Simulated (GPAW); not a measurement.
## A Sn chain with a Zn atom on top of one atom: transmission at several levels

Wanted: the zero-bias transmission of a Sn chain with a Zn atom on top of one atom on a ladder of levels, with run times.

Calculated with GPAW 26.7.0; GPAW LCAO, PAW setups; Landauer transmission from Green's functions with principal layers (ASE), zero bias.

### Step 1. The starting structure

The cell holds 12 atoms: 11 Sn and 1 Zn. Its edges and angles: a = 9.000 Å, b = 9.000 Å, c = 30.250 Å, α = 90.0°, β = 90.0°, γ = 90.0°. Regions: left lead, 5 atoms (5 Sn); channel, 2 atoms (1 Sn and 1 Zn); right lead, 5 atoms (5 Sn). Vacuum lies along a and b. The structure is stacked along c, and the current runs across the ab planes.

### Step 2. GPAW, dzp

The script solves lead and junction separately, takes H and S in the orbital basis, and joins semi-infinite leads through their self-energies; the dzp basis is the working standard.

Contents of run.py:

```python
import json
import numpy as np
from ase import Atoms
from ase.transport.calculators import TransportCalculator
from gpaw import GPAW, FermiDirac
from gpaw.lcao.tools import get_lcao_hamiltonian
from scipy.linalg import eigh

# The junction with lead layers at both ends, along the third cell vector
device = Atoms(
    ['Sn', 'Sn', 'Sn', 'Sn', 'Sn', 'Sn', 'Zn', 'Sn', 'Sn', 'Sn', 'Sn', 'Sn'],
    positions=[
        [4.50000, 4.50000, 1.37500],
        [4.50000, 4.50000, 4.12500],
        [4.50000, 4.50000, 6.87500],
        [4.50000, 4.50000, 9.62500],
        [4.50000, 4.50000, 12.37500],
        [4.50000, 4.50000, 15.12500],
        [7.04710, 4.50000, 15.12500],
        [4.50000, 4.50000, 17.87500],
        [4.50000, 4.50000, 20.62500],
        [4.50000, 4.50000, 23.37500],
        [4.50000, 4.50000, 26.12500],
        [4.50000, 4.50000, 28.87500]],
    cell=[[9.0, 0.0, 0.0], [0.0, 9.0, 0.0], [0.0, 0.0, 30.25]],
    pbc=True)

# One principal layer of the lead: the first 3 atoms of the device
lead = Atoms(
    ['Sn', 'Sn', 'Sn'],
    positions=[
        [4.50000, 4.50000, 1.37500],
        [4.50000, 4.50000, 4.12500],
        [4.50000, 4.50000, 6.87500]],
    cell=[[9.0, 0.0, 0.0], [0.0, 9.0, 0.0], [0.0, 0.0, 8.25]],
    pbc=True)

settings = dict(mode='lcao', basis='dzp', xc='PBE', h=0.2,
                occupations=FermiDirac(0.1), maxiter=250,
                mixer=dict(beta=0.1, nmaxold=8, weight=100.0),
                convergence=dict(density=0.0001))
energies = np.arange(-2, 2 + 1e-9, 0.05)
eta = 0.0001
n1, n2 = 1, 1
# k and -k transmit alike, so half of the mesh across the current serves
mesh = [(i, j) for i in range(n1) for j in range(n2) if (i, j) <= (-i % n1, -j % n2)]
weights = np.array([1 if (i, j) == (-i % n1, -j % n2) else 2 for i, j in mesh]) / (n1 * n2)

# [... helper functions left out ...]
fermi_lead = ground_state(lead, (1, 1, 14), 'lead.txt')
fermi_device = ground_state(device, (1, 1, 3), 'device.txt')
# [... loop over the mesh left out, but for ...]
        # Shift the lead onto the potential of the device's first layer
        shift = ((H[:, 0, 0] - H0[:, 0, 0]) / S0[0, 0]).real.mean()
# [...]
kT = 8.617333e-5 * 300
bias = [0.1, 0.2, 0.5, 1.0, 1.5, 2.0]
# [... integrals and printing left out ...]
```

Command:

```sh
OMP_NUM_THREADS=1 OPENBLAS_NUM_THREADS=1 python run.py
```

The log of the run:

```text
basis functions: device 274, principal layer 69
Fermi level: lead -2.9469 eV, device -2.8115 eV; lead shifted by 0.0171 eV
largest coupling past the next layer 3.84e-07 eV, largest misfit of the first layer 0.029 eV
  E-E_F (eV)   T (one spin)  [channel counts left out]
    -2.000    9.8928e-01
    -1.950    9.9024e-01
    -1.900    9.9108e-01
    -1.850    9.9182e-01
    -1.800    9.9248e-01
    -1.750    9.9307e-01
    -1.700    9.9360e-01
    -1.650    9.9408e-01
    -1.600    9.9452e-01
    -1.550    9.9492e-01
    -1.500    9.9528e-01
    -1.450    9.9561e-01
    -1.400    9.9592e-01
    -1.350    9.9620e-01
    -1.300    9.9646e-01
    -1.250    9.9670e-01
[...]
1.650    2.9369e+00
     1.700    2.9319e+00
     1.750    2.9262e+00
     1.800    2.9199e+00
     1.850    2.9129e+00
     1.900    2.9050e+00
     1.950    2.8964e+00
     2.000    2.8869e+00
conductance at 300 K: 1.9707 G0 a cell; thermopower -1.453 uV/K
current from the zero-bias T(E) at 0.1 V: 15.292 uA
current from the zero-bias T(E) at 0.2 V: 30.72 uA
current from the zero-bias T(E) at 0.5 V: 78.775 uA
current from the zero-bias T(E) at 1.0 V: 165.51 uA
current from the zero-bias T(E) at 1.5 V: 253.89 uA
current from the zero-bias T(E) at 2.0 V: 331.53 uA
```

It took 82 s on 1 thread of Arm Neoverse N1, shared host; peak memory 1.1 GiB.

Numbers from this step:

```
conductance                                    : 1.971 G₀
largest coupling past the next principal layer : 3.84e-7 eV
largest misfit of the first principal layer    : 0.02931 eV
shift that aligns the lead                     : 0.01707 eV
basis functions of the junction                : 274
basis functions of a principal layer           : 69
transmission at the Fermi level (one spin)     : 1.961
```

One spin. Table of transmission, zone mean by energy, zero at the Fermi level:

| energy (eV) | transmission, zone mean |
| --- | --- |
| -2.00 | 0.989 |
| -1.85 | 0.992 |
| -1.70 | 0.994 |
| -1.60 | 0.995 |
| -1.45 | 0.996 |
| -1.30 | 0.996 |
| -1.15 | 0.997 |
| -1.05 | 0.997 |
| -0.90 | 0.998 |
| -0.75 | 1.45 |
| -0.60 | 1.86 |
| -0.50 | 1.96 |
| -0.35 | 2.01 |
| -0.20 | 1.99 |
| -0.05 | 1.95 |
| 0.00 | 1.96 |
| 0.05 | 1.99 |
| 0.20 | 2.19 |
| 0.35 | 2.45 |
| 0.50 | 2.68 |
| 0.60 | 2.79 |
| 0.75 | 2.90 |
| 0.90 | 2.95 |
| 1.05 | 2.97 |
| 1.10 | 2.97 |
| 1.15 | 2.97 |
| 1.30 | 2.96 |
| 1.45 | 2.95 |
| 1.60 | 2.94 |
| 1.70 | 2.93 |
| 1.85 | 2.91 |
| 2.00 | 2.89 |

Not self-consistent under bias; the bias window is split evenly. The current through one cell, from the zero-bias transmission by bias:

| bias (V) | current through one cell, from the zero-bias transmission (μA) |
| --- | --- |
| 0.100 | 15.3 |
| 0.200 | 30.7 |
| 0.500 | 78.8 |
| 1.000 | 166 |
| 1.500 | 254 |
| 2.000 | 332 |

Table of transmission of the three most open eigenchannels by energy, zero at the Fermi level:

| energy (eV) | channel 1 | channel 2 | channel 3 |
| --- | --- | --- | --- |
| -2.000 | 0.989 | 0 | 0 |
| -1.800 | 0.992 | 0 | 0 |
| -1.600 | 0.995 | 0 | 0 |
| -1.400 | 0.996 | 0 | 0 |
| -1.200 | 0.997 | 0 | 0 |
| -1.000 | 0.998 | 1.8e-12 | 0 |
| -0.800 | 0.998 | 4.7e-7 | 3.2e-8 |
| -0.600 | 0.999 | 0.728 | 0.129 |
| -0.400 | 0.999 | 0.867 | 0.140 |
| -0.200 | 0.999 | 0.926 | 0.0647 |
| 0.000 | 0.999 | 0.958 | 0.00325 |
| 0.200 | 0.999 | 0.976 | 0.210 |
| 0.400 | 0.999 | 0.984 | 0.546 |
| 0.600 | 0.999 | 0.984 | 0.808 |
| 0.800 | 0.999 | 0.980 | 0.948 |
| 1.000 | 0.999 | 0.993 | 0.973 |
| 1.200 | 0.999 | 0.998 | 0.968 |
| 1.400 | 0.999 | 0.993 | 0.963 |
| 1.600 | 0.999 | 0.986 | 0.956 |
| 1.800 | 0.999 | 0.975 | 0.946 |
| 2.000 | 0.999 | 0.959 | 0.928 |

Couplings past the next layer reach 3.8e-7 eV, small enough to drop; the matrix elements of the cell's first layer differ from the bulk lead's by up to 0.029 eV. That layer keeps its own values in the calculation, and only beyond it is the lead taken as perfect. The Fermi levels of lead and junction count from different zeros of potential, one for each periodic cell; with both set to zero, the small remaining shift is what aligns them. By hand: G = 1.971 × 77.48 μS = 153 μS, a resistance of 6.55 kΩ; at 0.1 V a linear junction would pass 15.3 μA, and the integral over the bias window gives 15.3 μA.

### Step 3. Single-zeta polarised basis

One radial function a shell plus polarisation makes the matrices smaller; the question is what that costs.

Edit run.py of step 2 so:

```diff
@@ -37,3 +37,3 @@
 
-settings = dict(mode='lcao', basis='dzp', xc='PBE', h=0.2,
+settings = dict(mode='lcao', basis='szp(dzp)', xc='PBE', h=0.2,
                 occupations=FermiDirac(0.1), maxiter=250,
```

The log of the run:

```text
basis functions: device 166, principal layer 42
Fermi level: lead -3.2113 eV, device -3.0476 eV; lead shifted by 0.0104 eV
largest coupling past the next layer 3.63e-07 eV, largest misfit of the first layer 0.029 eV
  E-E_F (eV)   T (one spin)  [channel counts left out]
    -2.000    9.8508e-01
    -1.950    9.8638e-01
    -1.900    9.8754e-01
    -1.850    9.8857e-01
    -1.800    9.8949e-01
    -1.750    9.9032e-01
    -1.700    9.9106e-01
    -1.650    9.9174e-01
    -1.600    9.9236e-01
    -1.550    9.9292e-01
    -1.500    9.9343e-01
    -1.450    9.9390e-01
    -1.400    9.9433e-01
    -1.350    9.9472e-01
    -1.300    9.9508e-01
    -1.250    9.9541e-01
[...]
1.650    2.9295e+00
     1.700    2.9245e+00
     1.750    2.9191e+00
     1.800    2.9131e+00
     1.850    2.9065e+00
     1.900    2.8993e+00
     1.950    2.8913e+00
     2.000    2.8827e+00
conductance at 300 K: 1.9633 G0 a cell; thermopower -0.8431 uV/K
current from the zero-bias T(E) at 0.1 V: 15.233 uA
current from the zero-bias T(E) at 0.2 V: 30.59 uA
current from the zero-bias T(E) at 0.5 V: 78.308 uA
current from the zero-bias T(E) at 1.0 V: 164.25 uA
current from the zero-bias T(E) at 1.5 V: 251.64 uA
current from the zero-bias T(E) at 2.0 V: 328.83 uA
```

Run time: 63 s. Hardware: 1 thread; peak memory 1 GiB.

This step gave:

```
conductance                                    : 1.963 G₀
largest coupling past the next principal layer : 3.63e-7 eV
largest misfit of the first principal layer    : 0.02939 eV
shift that aligns the lead                     : 0.01037 eV
basis functions of the junction                : 166
basis functions of a principal layer           : 42
transmission at the Fermi level (one spin)     : 1.954
```

One spin. The transmission, zone mean by energy, zero at the Fermi level:

| energy (eV) | transmission, zone mean |
| --- | --- |
| -2.00 | 0.985 |
| -1.90 | 0.988 |
| -1.80 | 0.989 |
| -1.70 | 0.991 |
| -1.55 | 0.993 |
| -1.45 | 0.994 |
| -1.35 | 0.995 |
| -1.25 | 0.995 |
| -1.15 | 0.996 |
| -1.05 | 0.996 |
| -0.90 | 0.997 |
| -0.80 | 0.997 |
| -0.70 | 1.62 |
| -0.60 | 1.85 |
| -0.50 | 1.96 |
| -0.40 | 2.01 |
| -0.25 | 2.01 |
| -0.15 | 1.98 |
| -0.05 | 1.95 |
| 0.00 | 1.95 |
| 0.05 | 1.97 |
| 0.15 | 2.07 |
| 0.25 | 2.23 |
| 0.40 | 2.48 |
| 0.50 | 2.64 |
| 0.60 | 2.76 |
| 0.70 | 2.86 |
| 0.80 | 2.91 |
| 0.90 | 2.95 |
| 1.05 | 2.96 |
| 1.10 | 2.96 |
| 1.15 | 2.96 |
| 1.25 | 2.96 |
| 1.35 | 2.95 |
| 1.45 | 2.95 |
| 1.55 | 2.94 |
| 1.70 | 2.92 |
| 1.80 | 2.91 |
| 1.90 | 2.90 |
| 2.00 | 2.88 |

Not self-consistent under bias; the bias window is split evenly. Current through one cell, from the zero-bias transmission against bias:

| bias (V) | current through one cell, from the zero-bias transmission (μA) |
| --- | --- |
| 0.100 | 15.2 |
| 0.200 | 30.6 |
| 0.500 | 78.3 |
| 1.000 | 164 |
| 1.500 | 252 |
| 2.000 | 329 |

The transmission of the three most open eigenchannels by energy, zero at the Fermi level:

| energy (eV) | channel 1 | channel 2 | channel 3 |
| --- | --- | --- | --- |
| -2.00 | 0.985 | 0 | 0 |
| -1.85 | 0.989 | 0 | 0 |
| -1.70 | 0.991 | 0 | 0 |
| -1.60 | 0.992 | 0 | 0 |
| -1.45 | 0.994 | 0 | 0 |
| -1.30 | 0.995 | 0 | 0 |
| -1.15 | 0.996 | 0 | 0 |
| -1.05 | 0.996 | 0 | 0 |
| -0.90 | 0.997 | 1.3e-8 | 1.0e-12 |
| -0.75 | 0.998 | 0.286 | 0.0502 |
| -0.60 | 0.999 | 0.710 | 0.140 |
| -0.50 | 0.999 | 0.799 | 0.159 |
| -0.35 | 0.999 | 0.876 | 0.144 |
| -0.20 | 0.999 | 0.920 | 0.0819 |
| -0.05 | 0.999 | 0.948 | 0.00693 |
| 0.00 | 0.999 | 0.955 | 8.8e-5 |
| 0.05 | 0.999 | 0.961 | 0.0121 |
| 0.20 | 0.999 | 0.975 | 0.169 |
| 0.35 | 0.999 | 0.982 | 0.418 |
| 0.50 | 0.999 | 0.983 | 0.655 |
| 0.60 | 0.999 | 0.983 | 0.781 |
| 0.75 | 0.999 | 0.980 | 0.909 |
| 0.90 | 0.999 | 0.975 | 0.971 |
| 1.05 | 0.999 | 0.993 | 0.970 |
| 1.15 | 0.998 | 0.996 | 0.968 |
| 1.30 | 0.998 | 0.993 | 0.963 |
| 1.45 | 0.999 | 0.988 | 0.959 |
| 1.60 | 0.999 | 0.981 | 0.954 |
| 1.70 | 0.999 | 0.976 | 0.950 |
| 1.85 | 0.999 | 0.966 | 0.942 |
| 2.00 | 0.999 | 0.954 | 0.930 |

The conductance, 1.96 G₀, lies 0.4 % below that of the dzp run.

### Step 4. GPAW, sz: basis = "sz(dzp)"

The minimal basis is the cheapest rung: no second zeta and no polarisation.

Edit run.py of step 3 so:

```diff
@@ -37,3 +37,3 @@
 
-settings = dict(mode='lcao', basis='szp(dzp)', xc='PBE', h=0.2,
+settings = dict(mode='lcao', basis='sz(dzp)', xc='PBE', h=0.2,
                 occupations=FermiDirac(0.1), maxiter=250,
```

The log of the run:

```text
basis functions: device 108, principal layer 27
Fermi level: lead -3.0929 eV, device -2.9412 eV; lead shifted by 0.0303 eV
largest coupling past the next layer 4.07e-07 eV, largest misfit of the first layer 0.049 eV
  E-E_F (eV)   T (one spin)  channels
    -2.000    9.8666e-01    1.0000
    -1.950    9.8783e-01    1.0000
    -1.900    9.8887e-01    1.0000
[...]
1.950    2.8617e+00    3.0000
     2.000    2.8510e+00    3.0000
conductance at 300 K: 1.9588 G0 a cell; thermopower -1.278 uV/K
current from the zero-bias T(E) at 0.1 V: 15.197 uA
current from the zero-bias T(E) at 0.2 V: 30.515 uA
current from the zero-bias T(E) at 0.5 V: 78.068 uA
current from the zero-bias T(E) at 1.0 V: 163.59 uA
current from the zero-bias T(E) at 1.5 V: 252.09 uA
current from the zero-bias T(E) at 2.0 V: 331.2 uA
```

It took 47 s on 1 thread; peak memory 0.97 GiB.

Numbers from this step:

```
conductance                                             : 1.959 G₀
largest coupling past the next principal layer          : 4.07e-7 eV
largest misfit of the first principal layer             : 0.04925 eV
shift that aligns the lead                              : 0.03027 eV
basis functions of the junction                         : 108
basis functions of a principal layer                    : 27
transmission at the Fermi level (one spin)              : 1.950
open channels of the lead at the Fermi level (one spin) : 3
```

The conductance, 1.96 G₀, lies 0.6 % below that of the dzp run.

### Step 5. RPBE in the dzp basis: xc = "RPBE"

Back in the dzp basis, the functional changes from PBE to RPBE, to set the spread between functionals beside that between bases.

Edit run.py of step 4 so:

```diff
@@ -37,3 +37,3 @@
 
-settings = dict(mode='lcao', basis='sz(dzp)', xc='PBE', h=0.2,
+settings = dict(mode='lcao', basis='dzp', xc='RPBE', h=0.2,
                 occupations=FermiDirac(0.1), maxiter=250,
```

The log of the run:

```text
basis functions: device 274, principal layer 69
Fermi level: lead -2.8478 eV, device -2.7094 eV; lead shifted by 0.0201 eV
largest coupling past the next layer 3.81e-07 eV, largest misfit of the first layer 0.030 eV
  E-E_F (eV)   T (one spin)  [channel counts left out]
    -2.000    9.8909e-01
    -1.950    9.9009e-01
    -1.900    9.9096e-01
[...]
1.950    2.8943e+00
     2.000    2.8847e+00
conductance at 300 K: 1.9702 G0 a cell; thermopower -1.492 uV/K
current from the zero-bias T(E) at 0.1 V: 15.289 uA
current from the zero-bias T(E) at 0.2 V: 30.714 uA
current from the zero-bias T(E) at 0.5 V: 78.788 uA
current from the zero-bias T(E) at 1.0 V: 165.68 uA
current from the zero-bias T(E) at 1.5 V: 254.28 uA
current from the zero-bias T(E) at 2.0 V: 332.01 uA
```

Run time: 91 s. Hardware: 1 thread; peak memory 1.1 GiB.

This step gave:

- conductance: 1.970 G₀
- largest coupling past the next principal layer: 3.81e-7 eV
- largest misfit of the first principal layer: 0.02985 eV
- shift that aligns the lead: 0.02010 eV
- basis functions of the junction: 274
- basis functions of a principal layer: 69
- transmission at the Fermi level (one spin): 1.960

One spin. Table of transmission, zone mean by energy, zero at the Fermi level:

| energy (eV) | transmission, zone mean |
| --- | --- |
| -2.00 | 0.989 |
| -1.85 | 0.992 |
| -1.70 | 0.994 |
| -1.60 | 0.995 |
| -1.45 | 0.996 |
| -1.30 | 0.996 |
| -1.15 | 0.997 |
| -1.05 | 0.998 |
| -0.90 | 0.998 |
| -0.75 | 1.46 |
| -0.60 | 1.86 |
| -0.50 | 1.96 |
| -0.35 | 2.01 |
| -0.20 | 1.99 |
| -0.05 | 1.95 |
| 0.00 | 1.96 |
| 0.05 | 1.99 |
| 0.20 | 2.19 |
| 0.35 | 2.46 |
| 0.50 | 2.69 |
| 0.60 | 2.80 |
| 0.75 | 2.91 |
| 0.90 | 2.96 |
| 1.05 | 2.97 |
| 1.15 | 2.97 |
| 1.30 | 2.96 |
| 1.45 | 2.95 |
| 1.60 | 2.94 |
| 1.70 | 2.93 |
| 1.85 | 2.91 |
| 2.00 | 2.88 |

The conductance equals that of the dzp run to 0.2 %.

### Step 6. Cost and result by level

Times are for 1 thread of Arm Neoverse N1, shared host. The series side by side:

| no. | run | conductance (G₀) | time | memory (GiB) |
| --- | --- | --- | --- | --- |
| 1 | dzp | 1.971 | 82 s | 1.1 |
| 2 | szp | 1.963 | 63 s | 1.0 |
| 3 | sz | 1.959 | 47 s | 0.97 |
| 4 | dzp RPBE | 1.970 | 91 s | 1.1 |

### Step 7. Comparison

The curves are compared point by point over the common energies.

This step: comparison of transmission and cost over codes and levels (GPAW 26.7.0).

Ladder, by row:

| step | code | T at the Fermi level (sum over the listed spins) | conductance (G0) | r.m.s. T(E) from the first | wall time (s) | peak memory (GiB) | threads |
| --- | --- | --- | --- | --- | --- | --- | --- |
| dzp | GPAW | 1.961 | 1.971 | 0 | 82.41 | 1.06 | 1 |
| szp | GPAW | 1.954 | 1.963 | 0.02135 | 63.31 | 1.03 | 1 |
| sz | GPAW | 1.95 | 1.959 | 0.06294 | 46.98 | 0.97 | 1 |
| dzp-RPBE | GPAW | 1.96 | 1.97 | 0.003851 | 90.57 | 1.06 | 1 |

Transmission, zone mean, sum over the listed spins against energy, zero at the Fermi level:

| energy (eV) | dzp | szp | sz | dzp-RPBE |
| --- | --- | --- | --- | --- |
| -2.00 | 0.989 | 0.985 | 0.987 | 0.989 |
| -1.85 | 0.992 | 0.989 | 0.990 | 0.992 |
| -1.70 | 0.994 | 0.991 | 0.992 | 0.994 |
| -1.50 | 0.995 | 0.993 | 0.994 | 0.995 |
| -1.35 | 0.996 | 0.995 | 0.995 | 0.996 |
| -1.20 | 0.997 | 0.996 | 0.996 | 0.997 |
| -1.05 | 0.997 | 0.996 | 0.997 | 0.998 |
| -0.90 | 0.998 | 0.997 | 0.998 | 0.998 |
| -0.70 | 1.66 | 1.62 | 1.74 | 1.67 |
| -0.55 | 1.91 | 1.91 | 1.91 | 1.91 |
| -0.40 | 2.01 | 2.01 | 2.00 | 2.01 |
| -0.25 | 2.00 | 2.01 | 1.99 | 2.00 |
| -0.10 | 1.96 | 1.97 | 1.95 | 1.96 |
| 0.00 | 1.96 | 1.95 | 1.95 | 1.96 |
| 0.10 | 2.04 | 2.01 | 2.02 | 2.04 |
| 0.25 | 2.27 | 2.23 | 2.23 | 2.28 |
| 0.40 | 2.53 | 2.48 | 2.47 | 2.54 |
| 0.55 | 2.74 | 2.70 | 2.68 | 2.75 |
| 0.70 | 2.88 | 2.86 | 2.83 | 2.88 |
| 0.90 | 2.95 | 2.95 | 2.93 | 2.96 |
| 1.05 | 2.97 | 2.96 | 2.95 | 2.97 |
| 1.10 | 2.97 | 2.96 | 2.95 | 2.97 |
| 1.20 | 2.96 | 2.96 | 2.94 | 2.96 |
| 1.35 | 2.96 | 2.95 | 2.93 | 2.96 |
| 1.50 | 2.95 | 2.94 | 2.92 | 2.95 |
| 1.70 | 2.93 | 2.92 | 2.90 | 2.93 |
| 1.85 | 2.91 | 2.91 | 2.88 | 2.91 |
| 2.00 | 2.89 | 2.88 | 2.85 | 2.88 |

### Step 8. SCF mesh 1×1×1

The SCF mesh sets the Fermi level of the repeated cell.

This step: GPAW LCAO, PAW setups; Landauer transmission from Green's functions with principal layers (ASE), zero bias (GPAW 26.7.0).

Edit run.py of step 5 so:

```diff
@@ -37,3 +37,3 @@
 
-settings = dict(mode='lcao', basis='dzp', xc='RPBE', h=0.2,
+settings = dict(mode='lcao', basis='dzp', xc='PBE', h=0.2,
                 occupations=FermiDirac(0.1), maxiter=250,
@@ -50,3 +50,3 @@
 fermi_lead = ground_state(lead, (1, 1, 14), 'lead.txt')
-fermi_device = ground_state(device, (1, 1, 3), 'device.txt')
+fermi_device = ground_state(device, (1, 1, 1), 'device.txt')
 # [... loop over the mesh left out, but for ...]
```

The log of the run:

```text
basis functions: device 274, principal layer 69
Fermi level: lead -2.9469 eV, device -2.8572 eV; lead shifted by -0.0946 eV
largest coupling past the next layer 3.84e-07 eV, largest misfit of the first layer 0.106 eV
  E-E_F (eV)   T (one spin)  [channel counts left out]
    -2.000    9.9005e-01
    -1.950    9.9181e-01
    -1.900    9.9327e-01
    -1.850    9.9446e-01
    -1.800    9.9544e-01
    -1.750    9.9623e-01
    -1.700    9.9686e-01
    -1.650    9.9737e-01
    -1.600    9.9777e-01
    -1.550    9.9808e-01
    -1.500    9.9833e-01
    -1.450    9.9851e-01
    -1.400    9.9865e-01
    -1.350    9.9876e-01
    -1.300    9.9883e-01
    -1.250    9.9888e-01
[...]
1.650    2.9081e+00
     1.700    2.9060e+00
     1.750    2.9053e+00
     1.800    2.9055e+00
     1.850    2.9061e+00
     1.900    2.9066e+00
     1.950    2.9064e+00
     2.000    2.9048e+00
conductance at 300 K: 1.9929 G0 a cell; thermopower -2.111 uV/K
current from the zero-bias T(E) at 0.1 V: 15.461 uA
current from the zero-bias T(E) at 0.2 V: 31.039 uA
current from the zero-bias T(E) at 0.5 V: 79.352 uA
current from the zero-bias T(E) at 1.0 V: 166.74 uA
current from the zero-bias T(E) at 1.5 V: 258.07 uA
current from the zero-bias T(E) at 2.0 V: 336.89 uA
```

Wall time 71 s (1 thread); peak memory 1.1 GiB.

The run finished with changed settings (scf_mesh = [1, 1, 1]); it serves as a test.

Side by side:

| quantity | this run | sound run | difference |
| --- | --- | --- | --- |
| conductance (G₀) | 1.9929 | 1.9707 | 0.0222 |
| largest misfit of the first principal layer (eV) | 0.10630 | 0.029306 | 0.0770 |
| shift that aligns the lead (eV) | -0.094621 | 0.017070 | -0.112 |
| transmission at the Fermi level (one spin) | 1.9845 | 1.9608 | 0.0237 |

One result that differs is the largest misfit of the first principal layer, 0.106 eV against 0.0293 eV.

[end of part 1 of 2]

[Logs are printed without paths, hosts, clocks, repeated set-up lines and the standing remarks that a program may print on its own settings, such as how far it seeks lower states.]

[Hosts, paths, dates, database ids (printed as entryN), source tags and the programs' standing remarks are cut or masked in the printed files.]
